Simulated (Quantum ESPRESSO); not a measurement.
## TaN (Fm-3m): pw.x, ph.x and EPW

The plan: phonons and Wannier functions of TaN (Fm-3m), and, if the interpolated phonons are stable, its coupling and resistivity.

Program: Quantum ESPRESSO 7.5. Level of theory: DFT LDA, scalar-relativistic, plane waves, PseudoDojo 0.4.1 norm-conserving pseudopotentials. Values are calculated unless marked as measured.

## (1) Starting point

Symmetry: Fm-3m, No. 225, cubic system. Conventional cell: a = 4.358 Å, b = 4.358 Å, c = 4.358 Å, α = 90.00°, β = 90.00°, γ = 90.00°. Nearest to Ta lie 6 N at 2.18 Å. Nearest to N lie 6 Ta at 2.18 Å. Farther neighbours, and contacts between anions beyond the nearest, are not listed.

As a file:

```cif
data_structure
_symmetry_space_group_name_H-M 'Fm-3m'
_symmetry_Int_Tables_number 225
_cell_length_a 4.3580
_cell_length_b 4.3580
_cell_length_c 4.3580
_cell_angle_alpha 90.000
_cell_angle_beta 90.000
_cell_angle_gamma 90.000
_cell_volume 82.77
loop_
_atom_site_label
_atom_site_type_symbol
_atom_site_symmetry_multiplicity
_atom_site_Wyckoff_symbol
_atom_site_fract_x
_atom_site_fract_y
_atom_site_fract_z
_atom_site_occupancy
Ta1 Ta 4 b 0.50000 0.00000 0.00000 1
N1 N 4 a 0.00000 0.00000 0.00000 1
```

## (2) Relaxation

The cell is relaxed under the functional used for all that follows.

relax.in reads:

```
 &control
    calculation='vc-relax',
    prefix='x',
    outdir='./tmp',
    pseudo_dir='./pseudo',
    tprnfor=.true.,
    tstress=.true.,
    etot_conv_thr=1.0d-05,
    forc_conv_thr=4.0d-04,
 /
 &system
    ibrav=0,
    nat=2,
    ntyp=2,
    ecutwfc=84.0,
    occupations='smearing',
    smearing='mv',
    degauss=0.02,
 /
 &electrons
    conv_thr=1.0d-11,
 /
 &ions
 /
 &cell
    press_conv_thr=0.4,
 /
ATOMIC_SPECIES
 Ta    180.9479  Ta.upf
 N      14.0070  N.upf
CELL_PARAMETERS angstrom
     0.000000000    2.179000000    2.179000000
     2.179000000    0.000000000    2.179000000
     2.179000000    2.179000000    0.000000000
ATOMIC_POSITIONS crystal
 Ta     0.500000000   0.500000000   0.500000000
 N      0.000000000   0.000000000   0.000000000
K_POINTS automatic
 8 8 8 0 0 0
```

Launch:

```console
OMP_NUM_THREADS=1 mpirun -n 8 pw.x -nk 8 -in relax.in > relax.out
```

The log of the run:

```text
Program PWSCF v.7.5

     This program is part of the open-source Quantum ESPRESSO suite
     for quantum simulation of materials; please cite
         "P. Giannozzi et al., J. Phys.:Condens. Matter 21 395502 (2009);
         "P. Giannozzi et al., J. Phys.:Condens. Matter 29 465901 (2017);
         "P. Giannozzi et al., J. Chem. Phys. 152 154105 (2020);
     in publications or presentations arising from this work. More details at

     Message from routine setup:
     using ibrav=0 with symmetry is DISCOURAGED, use correct ibrav instead

     G-vector sticks info
     --------------------
     sticks:   dense  smooth     PW     G-vecs:    dense   smooth      PW
     Sum         769     769    241                14361    14361    2445

     Using Slab Decomposition

     bravais-lattice index     =            0
     lattice parameter (alat)  =       5.8233  a.u.
     unit-cell volume          =     139.6363 (a.u.)^3
     number of atoms/cell      =            2
     number of atomic types    =            2
     number of electrons       =        18.00
     number of Kohn-Sham states=           13
     kinetic-energy cutoff     =      84.0000  Ry
     charge density cutoff     =     336.0000  Ry
     scf convergence threshold =      1.0E-11
     mixing beta               =       0.7000
     number of iterations used =            8  plain     mixing
     energy convergence thresh.=      1.0E-05
     force convergence thresh. =      4.0E-04
     press convergence thresh. =      4.0E-01
     Exchange-correlation= SLA  PW   NOGX NOGC
                           (   1   4   0   0   0   0   0)
     nstep                     =           50

     celldm(1)=   5.823326  celldm(2)=   0.000000  celldm(3)=   0.000000
     celldm(4)=   0.000000  celldm(5)=   0.000000  celldm(6)=   0.000000

     crystal axes: (cart. coord. in units of alat)
               a(1) = (   0.000000   0.707107   0.707107 )
               a(2) = (   0.707107   0.000000   0.707107 )
               a(3) = (   0.707107   0.707107   0.000000 )
[...]
estimated scf accuracy    <       0.00000002 Ry
     estimated scf accuracy    <          2.6E-10 Ry
     estimated scf accuracy    <          2.3E-10 Ry
          total   stress  (Ry/bohr**3)                   (kbar)     P=       -0.02
     bfgs converged in   4 scf cycles and   3 bfgs steps
     File ./tmp/x.bfgs deleted, as requested
     number of Kohn-Sham states=           13
     number of k points=    29  Marzari-Vanderbilt smearing, width (Ry)=  0.0200
     estimated scf accuracy    <       0.47742057 Ry
     estimated scf accuracy    <       0.93096925 Ry
     estimated scf accuracy    <       0.00193645 Ry
     estimated scf accuracy    <       0.00123355 Ry
     estimated scf accuracy    <       0.00009018 Ry
     estimated scf accuracy    <       0.00001682 Ry
     estimated scf accuracy    <       0.00000065 Ry
     estimated scf accuracy    <       0.00000005 Ry
     estimated scf accuracy    <          1.2E-10 Ry
     estimated scf accuracy    <          5.3E-10 Ry
     estimated scf accuracy    <          6.4E-13 Ry
     estimated scf accuracy    <          1.0E-12 Ry
     the Fermi energy is    22.1857 ev
!    total energy              =    -151.22436677 Ry
     estimated scf accuracy    <          6.1E-14 Ry
     convergence has been achieved in  13 iterations
          total   stress  (Ry/bohr**3)                   (kbar)     P=       -0.04
   JOB DONE.
```

It took 17 s on 8 MPI ranks of Arm Neoverse N1, shared host.

Numbers from this step:

```yaml
free_energy: -2057.5123 eV
pressure: -0.004 GPa
volume_per_atom: 10.20 Å³/atom
n_steps: 5
```

The volume ends at 10.20 Å³ an atom, -1.4 % from the start.

## (3) Ground state

Linear response needs a tightly converged ground state.

scf.in reads:

```
 &control
    calculation='scf',
    prefix='x',
    outdir='./tmp',
    pseudo_dir='./pseudo',
    tprnfor=.true.,
    tstress=.true.,
 /
 &system
    ibrav=0,
    nat=2,
    ntyp=2,
    ecutwfc=84.0,
    occupations='smearing',
    smearing='mv',
    degauss=0.02,
 /
 &electrons
    conv_thr=1.0d-12,
 /
ATOMIC_SPECIES
 Ta    180.9479  Ta.upf
 N      14.0070  N.upf
CELL_PARAMETERS angstrom
     0.000000000    2.168937100    2.168937100
     2.168937100    0.000000000    2.168937100
     2.168937100    2.168937100    0.000000000
ATOMIC_POSITIONS crystal
 Ta     0.500000000   0.500000000   0.500000000
 N      0.000000000   0.000000000   0.000000000
K_POINTS automatic
 8 8 8 0 0 0
```

Launch:

```console
OMP_NUM_THREADS=1 mpirun -n 8 pw.x -nk 8 -in scf.in > scf.out
```

The log of the run:

```text
[banner, memory and clock lines left out]
[...]
number of Kohn-Sham states=           13
     number of k points=    29  Marzari-Vanderbilt smearing, width (Ry)=  0.0200
     estimated scf accuracy    <       0.48148317 Ry
     estimated scf accuracy    <       0.94214446 Ry
     estimated scf accuracy    <       0.00236523 Ry
     estimated scf accuracy    <       0.00120808 Ry
     estimated scf accuracy    <       0.00006516 Ry
     estimated scf accuracy    <       0.00001461 Ry
     estimated scf accuracy    <       0.00000483 Ry
     estimated scf accuracy    <       0.00000322 Ry
     estimated scf accuracy    <       0.00000002 Ry
     estimated scf accuracy    <          1.7E-09 Ry
     estimated scf accuracy    <          7.0E-11 Ry
     estimated scf accuracy    <          1.8E-10 Ry
     estimated scf accuracy    <          2.4E-11 Ry
     estimated scf accuracy    <          1.1E-11 Ry
     the Fermi energy is    22.1857 ev
!    total energy              =    -151.22436677 Ry
     estimated scf accuracy    <          6.0E-13 Ry
     convergence has been achieved in  15 iterations
          total   stress  (Ry/bohr**3)                   (kbar)     P=       -0.04
```

Wall time 5.7 s (8 MPI ranks).

Read from the output:

- Fermi energy: 22.19 eV

The Fermi level lies at 22.19 eV and the pressure is -0.004 GPa.

(Continued in part 2 of 2.)

[Long decimals in the printed logs are rounded to 6 places.]

[The logs of pw.x and epw.x are selected lines.]

[Logs are printed without paths, hosts, clocks, repeated set-up lines and the standing remarks that a program may print on its own settings, such as how far it seeks lower states.]

[Hosts, paths, dates, database ids (printed as entryN), source tags and the programs' standing remarks are cut or masked in the printed files.]

[Where an α²F curve comes without its own λ, its integral differs from the program's λ by over 10 % or holds noise near zero frequency.]
